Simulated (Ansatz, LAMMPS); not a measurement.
# Ga2O3 with crystalline order left by the classical run (80 atoms) under strain, part 2 of 3

Aim: relax Ga2O3 with crystalline order left by the classical run (80 atoms), then change its volume and shape to read moduli from the stress.

Ansatz 0.2.0; Kohn-Sham DFT, revPBE, PAW (set soft_1), plane waves.

The cell: 32 Ga and 48 O. The quench rate of 20 K/ps far exceeds what a furnace or splat quench reaches. The network of bonds at the start is that of the classical potential that made the cell. Sampling is at Γ alone.

So far. Step 2 (Single point at the start): The r.m.s. force at the start is 0.36 eV/Å. Step 3 (Cell and atoms relaxed): The relaxation converged after 11 steps, with a largest force component of 0.0061 eV/Å.

## (4) Single point at the relaxed geometry

One more single point at the end of the walk gives the fuller output and checks the residual forces.

Contents of input.yaml:

```yaml
crystal:
  lattice:
    - [9.90794, 0.05476, -0.05823]
    - [0.05476, 9.72073, 0.10888]
    - [-0.05823, 0.10888, 9.1998]
  atoms:
    - { symbol: Ga, position: [0.13358, 0.87426, 0.41788] }
    - { symbol: Ga, position: [0.06415, 0.57032, 0.94349] }
    - { symbol: Ga, position: [0.85502, 0.34093, 0.43475] }
    - { symbol: Ga, position: [0.85918, 0.0557, 0.27303] }
    - { symbol: Ga, position: [0.3338, 0.56151, 0.77085] }
    - { symbol: Ga, position: [0.13015, 0.28283, 0.41596] }
    [... 68 atom lines left out ...]
    - { symbol: O, position: [0.42041, 0.65859, 0.92364] }
    - { symbol: O, position: [0.74756, 0.40432, 0.59495] }
    - { symbol: O, position: [0.73789, 0.39978, 0.95623] }
    - { symbol: O, position: [0.46189, 0.89764, 0.10184] }
    - { symbol: O, position: [0.16475, 0.68058, 0.42551] }
    - { symbol: O, position: [0.00973, 0.45437, 0.43799] }
kpoints:
  mp_grid: { grid: [1, 1, 1] }
hamiltonian:
  xc: revpbe
  pseudopotentials: { kind: paw, azcp: { folder: soft_1 } }
scf:
  occupations: { method: fixed }
output:
  forces: true
  stress: true
  populations: intrinsic
  dos:
    method: { smearing: { sigma: 0.15 } }
    de: 0.1
    projected: { site_lists: { Ga: [Ga], O: [O] } }
  eigenvalues: true
  write_density: true
  write_potential: true
  volumetric_format: npy
  elf: true
```

Run with:

```bash
> ansatz run input.yaml --threads 4 --pin off --max-ram 8192MiB --backend cpu --events-out ev --progress --plain --runs-dir out
```

Numbers of over 12 decimals in the logs are rounded to 6 here.

The log of the run:

```text
[...]
Crystal: 80 atoms, lattice volume = 885.876 Å³
Basis set: ecut = 420 eV, 17313 PW (Γ), exchange–correlation on 144×144×128 points (8 copies of the dense FFT grid, shifted against one another)
Bands: 432, of which v1, the nominal top of the filled ones, is band 352 counted from 1 (351 counted from 0)
Symmetry: 1 space group operations
[...]
k-points: 1
[...]
SCF iter   1: F=—  HF=-148520.337215 eV  |F-HF|=—  |Δ(HF+E_count)|=         —  Δρ=1.19e-1  dr2=5.93e1  ethr=3.10e-3  ⟨swp⟩=4.0  Hψ=1149  notcnv=0  defer=73
[...]
SCF iter  13: F=-148501.564884 eV  HF=-148501.564884 eV  |F-HF|=1.05e-8  |Δ(HF+E_count)|=   5.62e-8  Δρ=1.02e-6  dr2=1.03e-8  ethr=1.42e-11  ⟨swp⟩=15.0  Hψ=3369  notcnv=0
SCF 1 converged in 13 iterations: F = -148501.564884 eV  dr2 = 1.03e-8
[...]
SCF converged after 13 iterations
Free energy (F): -148501.564884 eV
[...]
Internal energy: -148501.564884 eV  (E = F + TS)
E sigma→0 (E₀):  -148501.564884 eV
Fermi energy:    7.611374 eV
[...]
--- Forces (eV/Å), atoms counted from 1 ---
  atom   1  Ga     0.00300341     0.00010710     0.00239257
  atom   2  Ga     0.00152882     0.00032201     0.00035806
  atom   3  Ga    -0.00315052    -0.00304636    -0.00114846
  atom   4  Ga    -0.00381928     0.00078270    -0.00056064
  atom   5  Ga    -0.00132603     0.00050749     0.00096940
  atom   6  Ga    -0.00542891     0.00158893    -0.00099921
  atom   7  Ga     0.00076917     0.00299570    -0.00403279
  atom   8  Ga    -0.00389867     0.00311398     0.00159674
  atom   9  Ga     0.00325950    -0.00097537     0.00141948
  atom  10  Ga    -0.00064775    -0.00286988     0.00234518
  atom  11  Ga     0.00245669     0.00035131     0.00057566
  atom  12  Ga    -0.00071652     0.00009923     0.00039769
  atom  13  Ga     0.00103467     0.00140856     0.00053312
  atom  14  Ga     0.00035551    -0.00223710     0.00362855
[...]
atom  79  O     -0.00003753     0.00170814     0.00042223
  atom  80  O     -0.00206902    -0.00013613     0.00290881
  max |Σ_I F_I| component: 1.92e-5 eV/Å
--- Stress (GPa, compression-positive) ---
       -0.006357      -0.001510      -0.002856
       -0.001510      -0.002946      -0.001498
       -0.002856      -0.001498       0.016194
  P = ⅓ Tr σ = 0.0023 GPa (0.023 kbar)
--- Band table (eV) ---
[...]
--- intrinsic populations: 80 sites ---
  site symbol       q [e]
     0     Ga     11.8864
     1     Ga     11.9425
     2     Ga     11.9523
[...]
79      O      6.6849
  spilling = -0.000000 (of n_electrons = 704.000000)
```

Run time: 13 s. Hardware: 4 threads of Intel Xeon Platinum 8488C (Sapphire Rapids), shared host; peak memory 1.4 GiB; 48 s of CPU time.

The run gave:

| Item | Value |
| --- | --- |
| free energy | -148501.5649 eV |
| free energy per atom | -1856.2696 eV/atom |
| SCF cycles | 13 |
| pressure | 0.002297 GPa |
| r.m.s. force component | 0.00182 eV/Å |
| longest force | 0.00684 eV/Å |
| Fermi energy | 7.611 eV |
| gap (highest filled to lowest empty level) | 1.778 eV |

Intrinsic-atomic-orbital charges by element and coordination:

| element | coordination | atoms | mean charge (e) | spread | least | most |
| --- | --- | --- | --- | --- | --- | --- |
| Ga | all | 32 | 1.07 | 0.0222 | 1.04 | 1.12 |
| Ga | 4 | 8 | 1.10 | 0.0183 | 1.07 | 1.12 |
| Ga | 5 | 11 | 1.06 | 0.0112 | 1.05 | 1.08 |
| Ga | 6 | 13 | 1.05 | 0.0069 | 1.04 | 1.06 |
| O | all | 48 | -0.711 | 0.0166 | -0.748 | -0.679 |
| O | 3 | 27 | -0.722 | 0.0099 | -0.748 | -0.698 |
| O | 4 | 21 | -0.697 | 0.0117 | -0.721 | -0.679 |

States in the cell by windows of 1 eV, zero at the Fermi level; the larger projections on atomic orbitals stand beside the total:

| from (eV) | to (eV) | total | O p | Ga p | Ga d |
| --- | --- | --- | --- | --- | --- |
| -14 | -13 | 109.6 | 1.6 | 0.2 | 107.3 |
| -13 | -12 | 201.1 | 1.8 | 1.2 | 192.9 |
| -12 | -11 | 9.3 | 0.1 | 0.1 | 7.8 |
| -11 | -8 | 0.0 | 0.0 | 0.0 | 0.0 |
| -8 | -7 | 0.1 | 0.0 | 0.0 | 0.0 |
| -7 | -6 | 20.1 | 12.3 | 0.9 | 0.3 |
| -6 | -5 | 28.5 | 18.0 | 1.8 | 0.4 |
| -5 | -4 | 30.8 | 21.7 | 4.4 | 0.4 |
| -4 | -3 | 38.0 | 29.0 | 6.4 | 0.5 |
| -3 | -2 | 48.9 | 41.1 | 5.9 | 0.6 |
| -2 | -1 | 56.5 | 51.4 | 3.1 | 0.7 |
| -1 | 0 | 63.6 | 61.3 | 0.8 | 0.7 |
| 0 | 1 | 1.4 | 1.4 | 0.0 | 0.0 |
| 1 | 2 | 2.0 | 0.1 | 0.0 | 0.0 |
| 2 | 4 | 0.0 | 0.0 | 0.0 | 0.0 |
| 4 | 5 | 10.5 | 2.8 | 1.8 | 0.0 |

With fixed occupations the program's Fermi level is the highest filled level; weight inside the gap is the broadening of levels at its edges.

Between -20 and -14 eV lie 96 more states.

The levels nearest the highest filled one (over half full), pooled over k-points and spins:

| level less the highest filled one (eV) | occupation |
| --- | --- |
| -0.319 | 2 |
| -0.269 | 2 |
| -0.263 | 2 |
| -0.209 | 2 |
| -0.134 | 2 |
| 0 | 2 |
| 1.78 | 0 |
| 4.39 | 0 |
| 4.56 | 0 |
| 4.61 | 0 |
| 4.65 | 0 |
| 4.86 | 0 |

ELF in the ab plane at fractional z = 0.433, with atoms of Ga and O within 0.2 Å of it. It is the smooth field of the valence electrons, not physical close to the nuclei.

Values, 13 rows by 16 columns, each cell a mean:
```
0.72 0.20 0.14 0.12 0.04 0.18 0.73 0.67 0.79 0.33 0.02 0.02 0.03 0.23 0.74 0.57
0.42 0.10 0.03 0.14 0.06 0.18 0.73 0.72 0.65 0.22 0.03 0.06 0.11 0.15 0.48 0.66
0.09 0.18 0.25 0.27 0.10 0.03 0.17 0.27 0.19 0.13 0.18 0.15 0.10 0.04 0.13 0.12
0.06 0.55 0.69 0.74 0.39 0.06 0.05 0.03 0.07 0.53 0.74 0.62 0.20 0.09 0.14 0.07
0.07 0.56 0.70 0.72 0.32 0.13 0.14 0.07 0.06 0.60 0.65 0.75 0.41 0.10 0.06 0.03
0.33 0.18 0.26 0.22 0.12 0.02 0.10 0.13 0.14 0.20 0.47 0.46 0.15 0.02 0.05 0.26
0.68 0.56 0.07 0.06 0.13 0.11 0.19 0.61 0.68 0.53 0.10 0.03 0.03 0.06 0.33 0.75
0.69 0.60 0.12 0.10 0.11 0.07 0.33 0.80 0.61 0.69 0.14 0.05 0.12 0.13 0.23 0.68
0.28 0.16 0.10 0.14 0.08 0.02 0.09 0.43 0.49 0.29 0.12 0.08 0.14 0.03 0.06 0.21
0.13 0.10 0.05 0.24 0.51 0.43 0.07 0.09 0.13 0.03 0.13 0.31 0.43 0.25 0.14 0.13
0.08 0.12 0.22 0.67 0.64 0.78 0.24 0.06 0.14 0.10 0.21 0.71 0.67 0.67 0.13 0.07
0.04 0.03 0.20 0.69 0.72 0.61 0.16 0.04 0.05 0.07 0.18 0.68 0.75 0.54 0.10 0.08
0.49 0.11 0.05 0.13 0.23 0.14 0.24 0.47 0.36 0.08 0.02 0.13 0.20 0.13 0.45 0.68
```
Columns run along a (9.9 Å), rows up along b (9.7 Å). Atoms in or near the plane, at fractional coordinates: Ga at (0.13, 0.87), Ga at (0.86, 0.34), Ga at (0.13, 0.28), Ga at (0.83, 0.77), Ga at (0.58, 0.24), Ga at (0.34, 0.56), O at (0.51, 0.43), O at (0.27, 0.16), O at (0.95, 0.95), O at (0.46, 0.92), O at (0.66, 0.66), O at (0.77, 0.16), O at (0.16, 0.68), O at (0.01, 0.45).

Valence density in the ab plane at fractional z = 0.433, with atoms of Ga and O within 0.2 Å of it. It is the smooth field of the valence electrons, not physical close to the nuclei.

Values in e/Å³, 13 rows by 16 columns, each cell a mean:
```
 2  1  1  0  0  0  1  5  2  0  0  0  0  0  2  6
 1  5 18  1  0  0  1  3  1  0  0  0  0  0  1  1
 0  1  2  0  0  0  0  0  0  0  0  0  4 17  1  0
 0  1  3  2  0  0  0  0  0  0  2  1  2  7  1  0
 0  1  4  2  1  1  0  0  0  1  5  3  0  0  0  0
 0  0  0  0  2 22  4  0  0  0  1  0  0  0  0  0
 4  1  0  0  0  2  1  1  2  1  0  0  0  0  0  2
 4  1  0  0  0  0  0  2  5  1  0  0  0  2  1  2
 0  2  5  0  0  0  0  0  1  1  0  0  1 18  9  0
 0  5 14  1  1  0  0  0  2 17  2  0  1  1  1  0
 0  0  0  2  5  2  0  0  1  5  1  2  5  1  0  0
 0  0  0  1  3  1  0  0  0  0  0  1  2  1  0  0
 0  0  0  0  0  0  0  0  0  0  0  0  0  0  1  1
```
Columns run along a (9.9 Å), rows up along b (9.7 Å). Atoms in or near the plane, at fractional coordinates: Ga at (0.13, 0.87), Ga at (0.86, 0.34), Ga at (0.13, 0.28), Ga at (0.83, 0.77), Ga at (0.58, 0.24), Ga at (0.34, 0.56), O at (0.51, 0.43), O at (0.27, 0.16), O at (0.95, 0.95), O at (0.46, 0.92), O at (0.66, 0.66), O at (0.77, 0.16), O at (0.16, 0.68), O at (0.01, 0.45).

Filled and empty levels are parted by 1.78 eV (at Γ alone); a semilocal functional tends to put such gaps too low. In a disordered cell it changes from sample to sample, and tail or defect levels can set it. Mean intrinsic-atomic-orbital charges: Ga +1.07, O -0.71 e.

## (5) Volume -3 %

The relaxed cell is scaled evenly and the atoms are relaxed again; the stress at the end gives one point of P(V).

input.yaml, the sections that differ from step 4:

```yaml
crystal:
  lattice:
    - [9.80785, 0.05421, -0.05764]
    - [0.05421, 9.62253, 0.10778]
    - [-0.05764, 0.10778, 9.10687]
  atoms:
    [... the 80 atom lines of step 4 ...]
output:
  forces: true
  eigenvalues: true
  stress: true
relax:
  f_tol: 0.05
  max_steps: 70
# kpoints, hamiltonian, scf: as in step 4
```

The log of the run:

```text
Warning: output.stress: scf.convergence.dr2_threshold = 1e-7 eV (the SCF's general default) is looser than the 8e-9 eV advised for a printed stress (1e-10 eV for each atom of the cell: 80). What an SCF threshold leaves in a stress goes as its square root, and in the free energy as the threshold itself, and one threshold admits the most on a small cell: [...]
[...]
Crystal: 80 atoms, lattice volume = 859.300 Å³
Basis set: ecut = 420 eV, 16809 PW (Γ), exchange–correlation on 144×144×128 points (8 copies of the dense FFT grid, shifted against one another)
Bands: 432, of which v1, the nominal top of the filled ones, is band 352 counted from 1 (351 counted from 0)
Symmetry: 1 space group operations
[...]
k-points: 1
[...]
SCF iter   1: F=—  HF=-148520.417958 eV  |F-HF|=—  |Δ(HF+E_count)|=         —  Δρ=1.22e-1  dr2=6.15e1  ethr=3.10e-3  ⟨swp⟩=4.0  Hψ=1170  notcnv=0  defer=73
[...]
SCF iter   9: F=—  HF=-148501.113640 eV  |F-HF|=—  |Δ(HF+E_count)|=   1.54e-4  Δρ=4.59e-5  dr2=1.58e-5  ethr=8.88e-9  ⟨swp⟩=12.0  Hψ=2229  notcnv=0
SCF iter  10: F=-148501.113646 eV  HF=-148501.113650 eV  |F-HF|=3.93e-6  |Δ(HF+E_count)|=   9.83e-6  Δρ=3.26e-5  dr2=7.26e-6  ethr=2.24e-9  ⟨swp⟩=3.0  Hψ=1542  notcnv=0
SCF 1 converged in 10 iterations: F = -148501.113646 eV  dr2 = 7.26e-6
[...]
relax step   1: F+E_penalty+E_count = -148501.11364626 eV  Δ(F+E_penalty+E_count) = +0.000e0 eV  max|allowed force component| = 3.130e-1 eV/Å  Δτ_max = 0.0000 Å  (10 SCF iters, dr2 threshold 6.25e-5 eV, accepted)
[...]
relax step   2: F+E_penalty+E_count = -148501.16986665 eV  Δ(F+E_penalty+E_count) = -5.622e-2 eV  max|allowed force component| = 1.639e-1 eV/Å  Δτ_max = 0.0236 Å  (6 SCF iters, dr2 threshold 6.12e-6 eV, accepted)
[...]
relax step   3: F+E_penalty+E_count = -148501.20985640 eV  Δ(F+E_penalty+E_count) = -3.999e-2 eV  max|allowed force component| = 1.018e-1 eV/Å  Δτ_max = 0.0313 Å  (9 SCF iters, accepted)
relax step   4: F+E_penalty+E_count = -148501.23420796 eV  Δ(F+E_penalty+E_count) = -2.435e-2 eV  max|allowed force component| = 6.587e-2 eV/Å  Δτ_max = 0.0795 Å  (8 SCF iters, dr2 threshold 2.84e-6 eV, accepted)
[...]
relax step   5: F+E_penalty+E_count = -148501.23841567 eV  Δ(F+E_penalty+E_count) = -4.208e-3 eV  max|allowed force component| = 1.691e-2 eV/Å  Δτ_max = 0.0279 Å  (8 SCF iters, accepted)
SCF converged after 8 iterations
Free energy (F): -148501.238416 eV
[...]
Internal energy: -148501.238416 eV  (E = F + TS)
E sigma→0 (E₀):  -148501.238416 eV
Fermi energy:    8.031620 eV
[...]
Σ components = -148501.238416   (vs F -148501.238416, Δ=0.00e0)
--- Forces (eV/Å), atoms counted from 1 ---
  atom   1  Ga    -0.00276907     0.00232249    -0.00065245
  atom   2  Ga     0.00321992     0.00161969    -0.00494013
  atom   3  Ga    -0.01403451     0.00334879    -0.00118241
  atom   4  Ga     0.00044314    -0.00581840     0.00312979
[...]
atom  80  O     -0.00172624     0.00374761     0.00390705
  max |Σ_I F_I| component: 5.01e-5 eV/Å
--- Stress (GPa, compression-positive) ---
        4.160574       0.119714       0.354939
        0.119714       3.665302      -0.192246
        0.354939      -0.192246       4.387719
  P = ⅓ Tr σ = 4.0712 GPa (40.712 kbar)
--- Band table (eV) ---
[...]
--- Relaxed structure (5 steps of the walk, 5 accepted, 0 SCFs on fresh bases) ---
  F+E_penalty+E_count = -148501.23841567 eV   max|allowed force component| = 1.691e-2 eV/Å
  atoms:
    - { symbol: Ga, position: [0.135895, 0.873535, 0.416828] }
    - { symbol: Ga, position: [0.064905, 0.569321, 0.942384] }
    - { symbol: Ga, position: [0.856540, 0.337695, 0.437507] }
    - { symbol: Ga, position: [0.859397, 0.054457, 0.272889] }
[...]
- { symbol: O, position: [0.00948776, 0.453317, 0.436512] }
```

Wall time 48 s (4 threads); peak memory 1.4 GiB.

The program notes that the SCF threshold is loose for the stress.

The relaxation converged after 5 steps, 0.125 eV below its start, with a largest force component of 0.017 eV/Å.

Volume -3 %: the energy stands 0.326 eV above that of the reference, at a pressure of 4.07 GPa.

## (6) Volume +3 %

The relaxed cell is scaled to another volume.

Input and log are left out; they have the form of those shown for this kind of step.

The job ended after 46 s (4 threads of Intel Xeon Platinum 8488C (Sapphire Rapids), shared host; peak memory 1.4 GiB).

The relaxation converged after 5 steps, 0.117 eV below its start, with a largest force component of 0.020 eV/Å.

Volume +3 %: the energy stands 0.282 eV above that of the reference, at a pressure of -3.35 GPa.

## (7) Volume -6 %

The relaxed cell is scaled to another volume.

input.yaml, the sections that differ from step 5:

```yaml
crystal:
  lattice:
    - [9.70568, 0.05364, -0.05704]
    - [0.05364, 9.52229, 0.10666]
    - [-0.05704, 0.10666, 9.012]
  atoms:
    [... the 80 atom lines of step 4 ...]
# kpoints, hamiltonian, scf, output, relax: as in step 5
```

The log of the run:

```text
[...]
Crystal: 80 atoms, lattice volume = 832.724 Å³
Basis set: ecut = 420 eV, 16239 PW (Γ), exchange–correlation on 144×128×128 points (8 copies of the dense FFT grid, shifted against one another)
Bands: 432, of which v1, the nominal top of the filled ones, is band 352 counted from 1 (351 counted from 0)
Symmetry: 1 space group operations
[...]
k-points: 1
[...]
SCF iter   1: F=—  HF=-148519.545172 eV  |F-HF|=—  |Δ(HF+E_count)|=         —  Δρ=1.25e-1  dr2=6.39e1  ethr=3.10e-3  ⟨swp⟩=4.0  Hψ=1190  notcnv=0  defer=74
[...]
SCF iter   9: F=—  HF=-148499.640434 eV  |F-HF|=—  |Δ(HF+E_count)|=   1.05e-4  Δρ=4.31e-5  dr2=1.36e-5  ethr=8.88e-9  ⟨swp⟩=12.0  Hψ=2321  notcnv=0
SCF iter  10: F=-148499.640442 eV  HF=-148499.640445 eV  |F-HF|=2.87e-6  |Δ(HF+E_count)|=   1.05e-5  Δρ=2.97e-5  dr2=5.86e-6  ethr=1.94e-9  ⟨swp⟩=3.0  Hψ=1400  notcnv=0
SCF 1 converged in 10 iterations: F = -148499.640442 eV  dr2 = 5.86e-6
[...]
relax step   1: F+E_penalty+E_count = -148499.64044174 eV  Δ(F+E_penalty+E_count) = +0.000e0 eV  max|allowed force component| = 6.652e-1 eV/Å  Δτ_max = 0.0000 Å  (10 SCF iters, dr2 threshold 6.25e-5 eV, accepted)
[...]
relax step   2: F+E_penalty+E_count = -148499.87721633 eV  Δ(F+E_penalty+E_count) = -2.368e-1 eV  max|allowed force component| = 3.575e-1 eV/Å  Δτ_max = 0.0467 Å  (6 SCF iters, dr2 threshold 2.77e-5 eV, accepted)
[...]
relax step   3: F+E_penalty+E_count = -148500.04391978 eV  Δ(F+E_penalty+E_count) = -1.667e-1 eV  max|allowed force component| = 2.050e-1 eV/Å  Δτ_max = 0.0649 Å  (7 SCF iters, dr2 threshold 7.99e-6 eV, accepted)
relax step   4: F+E_penalty+E_count = -148500.15192957 eV  Δ(F+E_penalty+E_count) = -1.080e-1 eV  max|allowed force component| = 1.162e-1 eV/Å  Δτ_max = 0.1663 Å  (7 SCF iters, dr2 threshold 1.21e-5 eV, accepted)
relax step   5: F+E_penalty+E_count = -148500.16032919 eV  Δ(F+E_penalty+E_count) = -8.400e-3 eV  max|allowed force component| = 3.522e-2 eV/Å  Δτ_max = 0.0297 Å  (6 SCF iters, dr2 threshold 4.33e-6 eV, accepted)
[...]
relax step   6: F+E_penalty+E_count = -148500.16033091 eV  Δ(F+E_penalty+E_count) = -1.715e-6 eV  max|allowed force component| = 3.561e-2 eV/Å  Δτ_max = 0.0000 Å  (4 SCF iters, accepted)
SCF converged after 4 iterations
Free energy (F): -148500.160331 eV
[...]
Internal energy: -148500.160331 eV  (E = F + TS)
E sigma→0 (E₀):  -148500.160331 eV
Fermi energy:    8.471658 eV
[...]
Σ components = -148500.160331   (vs F -148500.160331, Δ=0.00e0)
--- Forces (eV/Å), atoms counted from 1 ---
  atom   1  Ga     0.00907905     0.01999797    -0.00404759
  atom   2  Ga     0.00274891     0.00780375    -0.01059043
  atom   3  Ga    -0.01281790     0.00037281     0.00664777
  atom   4  Ga     0.00221113     0.00188505     0.00638227
[...]
atom  80  O     -0.00475932     0.00554416     0.00019252
  max |Σ_I F_I| component: 1.80e-4 eV/Å
--- Stress (GPa, compression-positive) ---
        9.259864       0.417890       0.669874
        0.417890       8.233953      -0.393638
        0.669874      -0.393638       9.645561
  P = ⅓ Tr σ = 9.0465 GPa (90.465 kbar)
--- Band table (eV) ---
[...]
--- Relaxed structure (6 steps of the walk, 6 accepted, 0 SCFs on fresh bases) ---
  F+E_penalty+E_count = -148500.16033091 eV   max|allowed force component| = 3.561e-2 eV/Å
  atoms:
    - { symbol: Ga, position: [0.137427, 0.872936, 0.416171] }
    - { symbol: Ga, position: [0.064967, 0.568835, 0.940675] }
    - { symbol: Ga, position: [0.857332, 0.335588, 0.437443] }
    - { symbol: Ga, position: [0.859936, 0.053785, 0.272777] }
[...]
- { symbol: O, position: [0.00910979, 0.452571, 0.434723] }
```

It took 65 s on 4 threads; peak memory 1.3 GiB.

The relaxation converged after 6 steps, 0.520 eV below its start, with a largest force component of 0.036 eV/Å.

Volume -6 %: the energy stands 1.40 eV above that of the reference, at a pressure of 9.05 GPa.

## (8) Volume +6 %

The relaxed cell is scaled to another volume.

Input and log are left out; they have the form of those shown for this kind of step.

Run time: 82 s. Hardware: 4 threads of Intel Xeon Platinum 8488C (Sapphire Rapids), shared host; peak memory 1.5 GiB.

The relaxation converged after 6 steps, 0.482 eV below its start, with a largest force component of 0.012 eV/Å.

Volume +6 %: the energy stands 1.05 eV above that of the reference, at a pressure of -5.59 GPa.

## (9) Volume -10 %

The relaxed cell is scaled to another volume.

Input and log are left out; they have the form of those shown for this kind of step.

It took 45 s on 4 threads of Intel Xeon Platinum 8488C (Sapphire Rapids), shared host; peak memory 1.3 GiB.

The relaxation converged after 5 steps, 1.50 eV below its start, with a largest force component of 0.047 eV/Å.

Volume -10 %: the energy stands 4.27 eV above that of the reference, at a pressure of 17.3 GPa.

(Part 2 of 3 ends here.)

[Logs are printed without paths, hosts, clocks, repeated set-up lines and the standing remarks that a program may print on its own settings, such as how far it seeks lower states.]

[Hosts, paths, dates, database ids (printed as entryN), source tags and the programs' standing remarks are cut or masked in the printed files.]
